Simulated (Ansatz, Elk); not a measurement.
# ZnCd: X-ray structure factors from the self-consistent density

Structure refinements treat a crystal as free atoms side by side. For a made-up structure of ZnCd (cell and positions from a PBE relaxation) the runs below show what the calculated density changes in F(hkl).

Program: Elk 11.2.3 (patched build). Level of theory: DFT, PBE, all-electron APW+lo, Dirac cores, scalar-relativistic bands, static density, no spin. Results are calculated unless marked as measured.

This account leaves out most program logs.

The structure was built from a prototype and need not be the compound's stable phase.

### Step 1. The starting structure

The structure is cubic, space group Pm-3m (No. 221). The conventional cell has a = 3.396 Å, b = 3.396 Å, c = 3.396 Å, α = 90.00°, β = 90.00°, γ = 90.00°. Nearest to Cd lie 8 Zn at 2.94 Å. Nearest to Zn lie 8 Cd at 2.94 Å. Farther neighbours are not listed.

### Step 2. Ground state and structure factors

An all-electron density is needed, since X-rays see the cores too. Task 0 finds the density and task 195 Fourier-transforms it; tshift is off so that phases refer to the origin typed.

Contents of elk.in:

```
tasks
  0
  195

xctype
  20

spinpol
  .false.

rgkmax
  7.0

gmaxvr
  14.0

lmaxo
  7

lmaxapw
  8

swidth
  0.002

tshift
  .false.

ramdisk
  .false.

hmaxvr
  5.5

maxscl
  120

epspot
  1e-06

sppath
  './'

avec
  6.41809944834 -0.00000000000 0.00000000000
  0.00000000000 6.41809944834 0.00000000000
  0.00000000000 0.00000000000 6.41809944834

atoms
  2
  'Cd.in'
  1
  0.5000000000 0.5000000000 0.5000000000   0.000000 0.000000 0.000000
  'Zn.in'
  1
  -0.0000000000 -0.0000000000 -0.0000000000   0.000000 0.000000 0.000000

ngridk
  7 7 7
```

The run is started by

```bash
$ OMP_NUM_THREADS=4 elk
```

Wall time 7 s (4 threads of Arm Neoverse V2, shared host); peak memory 0.16 GiB; 18 s of CPU time.

SFACRHO.OUT:

```text

h k l indices transformed by vhmat matrix:
   1.000000000       0.000000000       0.000000000    
   0.000000000       1.000000000       0.000000000    
   0.000000000       0.000000000       1.000000000    

      h      k      l  multipl.   |H|            Re(F)            Im(F)           |F|

      0      0      0      1   0.0000000       78.000000     -0.17138716E-16   78.000000    
     -1      0      0      6  0.97897911      -15.853492     -0.23349200E-13   15.853492    
      0     -1      1     12   1.3844855       62.104083      0.83706100E-14   62.104083    
     -1     -1      1      8   1.6956416      -13.516370     -0.20217662E-13   13.516370    
     -2      0      0      6   1.9579582       54.266416      0.38074044E-13   54.266416    
      1      0      2     24   2.1890638      -12.135888      0.68250576E-13   12.135888    
      1      1      2     24   2.3979993       48.840081     -0.68610332E-13   48.840081    
      0     -2      2     12   2.7689711       44.705713      0.12163306E-13   44.705713    
     -1     -2      2     24   2.9369373      -10.708650     -0.39030592E-13   10.708650    
      0     -3      0      6   2.9369373      -10.712184     -0.98013316E-14   10.712184    
     -3      0      1     24   3.0958038       41.443199      0.63158320E-14   41.443199    
     -3     -1     -1     24   3.2469064      -10.345924     -0.60153996E-13   10.345924    
      2     -2      2      8   3.3912831       38.811027     -0.60013232E-14   38.811027    
      2      3      0     24   3.5297594      -10.101190      0.14611471E-13   10.101190    
     -1      2      3     48   3.6630044       36.647292     -0.52856310E-13   36.647292    
      0      4      0      6   3.9159165       34.844346     -0.50682055E-13   34.844346    
     -2      2      3     24   4.0364343      -9.8053913      0.47002556E-13   9.8053913    
      4      0      1     24   4.0364343      -9.8080935      0.52410891E-13   9.8080935
```

Elk indexes on the primitive cell of elk.in and gives |H| = 4π sin θ/λ in inverse bohr. Below, one row stands for each form hkl of the conventional cell (m members, Friedel mates merged), F is for one primitive cell and the density is static (no thermal factor). Free-atom factors are Waasmaier and Kirfel's, and R is Σm||F|−|F'||/Σm|F|.

```csv
hkl,m,sin θ/λ (Å⁻¹),"abs F, DFT",neutral atoms,diff.
100,6,0.147,15.854,15.870,-0.017
110,12,0.208,62.104,62.425,-0.321
111,8,0.255,13.516,13.411,+0.106
200,6,0.294,54.266,54.468,-0.202
210,24,0.329,12.136,12.022,+0.114
211,24,0.361,48.840,48.903,-0.063
220,12,0.416,44.706,44.701,+0.004
221,24,0.442,10.709,10.641,+0.068
300,6,0.442,10.712,10.641,+0.072
310,24,0.466,41.443,41.410,+0.033
311,24,0.488,10.346,10.285,+0.061
222,8,0.510,38.811,38.767,+0.044
320,24,0.531,10.101,10.052,+0.049
321,48,0.551,36.647,36.603,+0.044
400,6,0.589,34.844,34.799,+0.045
322,24,0.607,9.805,9.793,+0.012
410,24,0.607,9.808,9.793,+0.015
411,24,0.625,33.307,33.272,+0.035
```

### Step 3. The highest occupied states alone

An energy window below the Fermi level keeps the highest occupied states, to see at which angles they scatter; shallow core shells can lie inside it and anion s states outside. No new self-consistency is needed.

Edit elk.in of step 2 so:

```diff
@@ -1,3 +1,2 @@
 tasks
-  0
   195
@@ -40,2 +39,5 @@
 
+wsfac
+  -0.352450 0.498790
+
 sppath
```

The run is started by

```bash
$ OMP_NUM_THREADS=4 elk
```

It took 2.8 s on 4 threads; peak memory 0.16 GiB; 4.2 s of CPU time.

States within 15 eV below the Fermi level hold 24.00 electrons; any levels below the window count with the cores. Their amplitudes can exceed the total, where window and core parts have opposite phase:

| hkl | sin θ/λ (Å⁻¹) | abs F, window | abs F, all |
| --- | --- | --- | --- |
| 100 | 0.147 | 1.306 | 15.854 |
| 110 | 0.208 | 12.653 | 62.104 |
| 111 | 0.255 | 2.279 | 13.516 |
| 200 | 0.294 | 8.512 | 54.266 |
| 210 | 0.329 | 2.611 | 12.136 |
| 211 | 0.361 | 6.133 | 48.840 |
| 220 | 0.416 | 4.541 | 44.706 |
| 221 | 0.442 | 2.554 | 10.709 |
| 300 | 0.442 | 2.550 | 10.712 |
| 310 | 0.466 | 3.426 | 41.443 |

### Step 4. Another functional

The difference from free atoms is small, so it is set against the change that LDA (Perdew-Wang) makes.

Edit elk.in of step 3 so:

```diff
@@ -1,2 +1,3 @@
 tasks
+  0
   195
@@ -4,3 +5,3 @@
 xctype
-  20
+  3
 
@@ -39,5 +40,2 @@
 
-wsfac
-  -0.352450 0.498790
-
 sppath
```

The run is started by

```bash
$ OMP_NUM_THREADS=4 elk
```

The job ended after 3.9 s (4 threads; peak memory 0.16 GiB; 9.7 s of CPU time).

Against the first run R = 0.04 %; the largest change is -0.039 at 200.

### Step 5. A coarser k-mesh

About half the k-points along each axis test the sampling.

Edit elk.in of step 4 so:

```diff
@@ -5,3 +5,3 @@
 xctype
-  3
+  20
 
@@ -58,2 +58,2 @@
 ngridk
-  7 7 7
+  4 4 4
```

The run is started by

```bash
$ OMP_NUM_THREADS=4 elk
```

Run time: 5.9 s. Hardware: 4 threads; peak memory 0.16 GiB; 13 s of CPU time.

Against the first run R = 0.01 %; the largest change is +0.013 at 100.

### Step 6. Basis size

A smaller basis shows how fast F responds to it; the change is likely larger than the basis error of the first run, but doesn't show convergence.

Edit elk.in of step 5 so:

```diff
@@ -11,3 +11,3 @@
 rgkmax
-  7.0
+  5.5
 
@@ -58,2 +58,2 @@
 ngridk
-  4 4 4
+  7 7 7
```

The run is started by

```bash
$ OMP_NUM_THREADS=4 elk
```

It took 6.6 s on 4 threads; peak memory 0.16 GiB; 16 s of CPU time.

Against the first run R = 0.02 %; the largest change is +0.047 at 211.

### Step 7. Settings against the effect

```csv
run,R against the first run (%),"R against neutral atoms, low angle (%)",wall time
"PBE, rgkmax 7",0.00,0.47,7 s
LDA (Perdew-Wang),0.04,0.49,3.9 s
k-mesh 4×4×4,0.01,0.46,5.9 s
rgkmax 5.5,0.02,0.46,6.6 s
```

### Step 8. What came out

```
R against neutral atoms, sin θ/λ < 0.3 Å⁻¹ : 0.47 %
R against neutral atoms, 0.3 to 0.81 Å⁻¹   : 0.19 %
```

What this shows: Independent neutral atoms miss the calculated amplitudes by R = 0.47 % below 0.3 Å⁻¹ and 0.19 % from there to 0.81 Å⁻¹; by shells, 0.11 % below 0.15 Å⁻¹ (1 form), 0.50 % 0.15 to 0.3 (3 forms), 0.27 % 0.3 to 0.45 (5 forms), 0.18 % above 0.45 (24 forms). Bonding, aspherical density and the tables' own atoms all enter these figures, and the runs don't part them. The largest change of an amplitude is -0.32 electrons, at 110. The window's part falls from 24.0 electrons at the origin to at most 3.43 between 0.45 and 0.81 Å⁻¹, where compact states inside the window still scatter. Below 0.3 Å⁻¹ the changes that finished (LDA (Perdew-Wang), k-mesh 4×4×4 and rgkmax 5.5) move F by R = 0.04 % at most, against the 0.47 % that separates it from free atoms. Part of the difference isn't bonding: the tables are fits to free atoms and ions calculated by other methods than this functional. Thermal motion, anomalous dispersion and extinction are left out.

[Logs are printed without paths, hosts, clocks, repeated set-up lines and the standing remarks that a program may print on its own settings, such as how far it seeks lower states.]

[Hosts, paths, dates, database ids (printed as entryN), source tags and the programs' standing remarks are cut or masked in the printed files.]
